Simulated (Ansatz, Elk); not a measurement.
# How far do independent atoms describe Si2Ni2Bi?, part 2 of 2

The structure of Si2Ni2Bi used here is made up (a known structure type with other elements) and was relaxed beforehand with PBEsol. The aim is the Fourier transform of its all-electron density, F(hkl), set beside the sum over free spherical atoms that refinements use.

Elk 11.2.3 (patched build); all-electron DFT.

So far: The structure; Ground state and structure factors; The highest occupied states alone.

The structure was built from a prototype and need not be the compound's stable phase.

### 4. Another try

Level of this step: DFT, PBE, all-electron APW+lo, Dirac cores, scalar-relativistic bands, static density, no spin (Elk).

In this try the input is made faulty on purpose, to show what that does.

The input is changed as shown.

File elk.in:

```
tasks
  0
  195

xctype
  20

spinpol
  .false.

rgkmax
  7.0

gmaxvr
  14.0

lmaxo
  7

lmaxapw
  8

swidth
  0.002

tshift
  .false.

ramdisk
  .false.

hmaxvr
  5.5

maxscl
  40

epspot
  1e-06

sppath
  './'

scale
  0.52917721

avec
  -3.80963711897 3.80963711897 8.86814816824
  3.80963711897 -3.80963711897 8.86814816824
  3.80963711897 3.80963711897 -8.86814816824

atoms
  3
  'Bi.in'
  1
  -0.0000000000 -0.0000000000 0.0000000000   0.000000 0.000000 0.000000
  'Ni.in'
  2
  0.2500000000 0.7500000000 0.5000000000   0.000000 0.000000 0.000000
  0.7500000000 0.2500000000 0.5000000000   0.000000 0.000000 0.000000
  'Si.in'
  2
  0.6286824159 0.6286824159 -0.0000000000   0.000000 0.000000 0.000000
  0.3713175841 0.3713175841 -0.0000000000   0.000000 0.000000 0.000000

ngridk
  8 8 8
```

The run is started by

```
OMP_NUM_THREADS=4 elk
```

Numbers of over 12 decimals in the logs are rounded to 6 here.

What it wrote:

```text
┌─────────────────────────┐
│ Elk code version 11.2.3 │
└─────────────────────────┘

All units are atomic (Hartree, Bohr, etc.)

┌─────────────────────────────────────────────────┐
│ Ground-state run starting from atomic densities │
└─────────────────────────────────────────────────┘

Lattice vectors :
  -2.015973142       2.015973142       4.692821906
   2.015973142      -2.015973142       4.692821906
   2.015973142       2.015973142      -4.692821906

Reciprocal lattice vectors :
 -0.4072295512E-16   1.558350450      0.6694463836
[...]
┌──────────────────────────────┐
│ Self-consistent loop stopped │
└──────────────────────────────┘

Warning : the lowest level lies among the core levels :   -2.488994724       1.448385752

Warning : core states of species 1 leak from the muffin-tin :   0.3961246274

Warning : core states of species 2 leak from the muffin-tin :   0.1260024553

Warning : core states of species 3 leak from the muffin-tin :    1.477544388

Warning : the occupied levels lie far from the species files' linearisation energy :    1.622994298

Warning : more electrons lie deep than the shells out of the core hold :   28.0000       22.0000

Wrote STATE.OUT
[key lines of the parts left out:]
total energy                :     -25265.036330581
```

The job ended after 35 s (4 threads of Intel Xeon Platinum 8488C (Sapphire Rapids), shared host; peak memory 0.19 GiB).

The run finished. A setting was moved off its sound value on purpose, so it serves as a test and not as the result.

The fault put into the input: lattice vectors in angstrom read as bohr.

Its structure factors differ from the first run's by R = 27.2 %.

### 5. Another functional

The difference from free atoms is small, so it is set against the change that PBEsol makes.

elk.in, as its differences from that of step 4:

```diff
@@ -5,3 +5,3 @@
 xctype
-  20
+  22
 
@@ -35,3 +35,3 @@
 maxscl
-  40
+  120
 
@@ -42,5 +42,2 @@
   './'
-
-scale
-  0.52917721
```

The run is started by

```
OMP_NUM_THREADS=4 elk
```

What it wrote:

```text
┌─────────────────────────┐
│ Elk code version 11.2.3 │
└─────────────────────────┘

All units are atomic (Hartree, Bohr, etc.)

┌─────────────────────────────────────────────────┐
│ Ground-state run starting from atomic densities │
└─────────────────────────────────────────────────┘

Lattice vectors :
  -3.809637119       3.809637119       8.868148168
   3.809637119      -3.809637119       8.868148168
   3.809637119       3.809637119      -8.868148168

Reciprocal lattice vectors :
 -0.4569825062E-17  0.8246435436      0.3542557695
[...]
atom 2                    :    11.95447884     (  0.2656590772E-02)
 total in muffin-tins        :    159.3319942
 total calculated charge     :    166.9927259
 total charge                :    167.0000000
 error                       :   0.7274086422E-02

┌──────────────────────────────┐
│ Self-consistent loop stopped │
└──────────────────────────────┘

Warning : core states of species 1 leak from the muffin-tin :   0.6814731908E-03

Warning : core states of species 2 leak from the muffin-tin :   0.6179135623E-03

Warning : core states of species 3 leak from the muffin-tin :   0.2656590772E-02

Wrote STATE.OUT
[key lines of the parts left out:]
total energy                :     -25193.986263146
```

Run time: 43 s. Hardware: 4 threads; peak memory 0.22 GiB.

Against the first run R = 0.02 %; the largest change is -0.028 at 220.

### 6. Basis size

A smaller basis shows how fast F responds to it; the change is likely larger than the basis error of the first run, but doesn't show convergence.

elk.in, as its differences from that of step 5:

```diff
@@ -5,3 +5,3 @@
 xctype
-  22
+  20
 
@@ -11,3 +11,3 @@
 rgkmax
-  7.0
+  5.5
```

The run is started by

```
OMP_NUM_THREADS=4 elk
```

What it wrote:

```text
┌─────────────────────────┐
│ Elk code version 11.2.3 │
└─────────────────────────┘

All units are atomic (Hartree, Bohr, etc.)

┌─────────────────────────────────────────────────┐
│ Ground-state run starting from atomic densities │
└─────────────────────────────────────────────────┘

Lattice vectors :
  -3.809637119       3.809637119       8.868148168
   3.809637119      -3.809637119       8.868148168
   3.809637119       3.809637119      -8.868148168

Reciprocal lattice vectors :
 -0.4569825062E-17  0.8246435436      0.3542557695
[...]
atom 2                    :    11.95505073     (  0.2623582693E-02)
 total in muffin-tins        :    159.1713727
 total calculated charge     :    166.9927090
 total charge                :    167.0000000
 error                       :   0.7290973726E-02

┌──────────────────────────────┐
│ Self-consistent loop stopped │
└──────────────────────────────┘

Warning : core states of species 1 leak from the muffin-tin :   0.6763607646E-03

Warning : core states of species 2 leak from the muffin-tin :   0.6048301709E-03

Warning : core states of species 3 leak from the muffin-tin :   0.2623582693E-02

Wrote STATE.OUT
[key lines of the parts left out:]
total energy                :     -25203.169087385
```

Elapsed: 34 s, on 4 threads; peak memory 0.22 GiB; 1.8 min of CPU time.

Against the first run R = 0.02 %; the largest change is +0.079 at 008.

### 7. Settings against the effect

| run | R against the first run (%) | R against neutral atoms, low angle (%) | wall time |
| --- | --- | --- | --- |
| PBE, rgkmax 7 | 0.00 | 0.34 | 42 s |
| PBEsol | 0.02 | 0.34 | 43 s |
| rgkmax 5.5 | 0.02 | 0.34 | 34 s |

### 8. What came out

- R against neutral atoms, sin θ/λ < 0.3 Å⁻¹: 0.34 %
- R against neutral atoms, 0.3 to 0.83 Å⁻¹: 0.09 %

**Reading.** Independent neutral atoms miss the calculated amplitudes by R = 0.34 % below 0.3 Å⁻¹ and 0.09 % from there to 0.83 Å⁻¹; by shells, 0.75 % below 0.15 Å⁻¹ (2 forms), 0.29 % 0.15 to 0.3 (9 forms), 0.12 % 0.3 to 0.45 (16 forms), 0.08 % above 0.45 (107 forms). Bonding, aspherical density and the tables' own atoms all enter these figures, and the runs don't part them. The largest change of an amplitude is -0.66 electrons, at 002. The window's part falls from 31.7 electrons at the origin to at most 3.82 between 0.45 and 0.83 Å⁻¹, where compact states inside the window still scatter. Below 0.3 Å⁻¹ the changes that finished (PBEsol and rgkmax 5.5) move F by R = 0.03 % at most, against the 0.34 % that separates it from free atoms. The k-mesh has no finished test. These runs have no spin, though d or f shells may be open. Spin-orbit coupling is left out, which can matter for elements this heavy. Part of the difference isn't bonding: the tables are fits to free atoms and ions calculated by other methods than this functional. Thermal motion, anomalous dispersion and extinction are left out.

[Logs are printed without paths, hosts, clocks, repeated set-up lines and the standing remarks that a program may print on its own settings, such as how far it seeks lower states.]

[Hosts, paths, dates, database ids (printed as entryN), source tags and the programs' standing remarks are cut or masked in the printed files.]
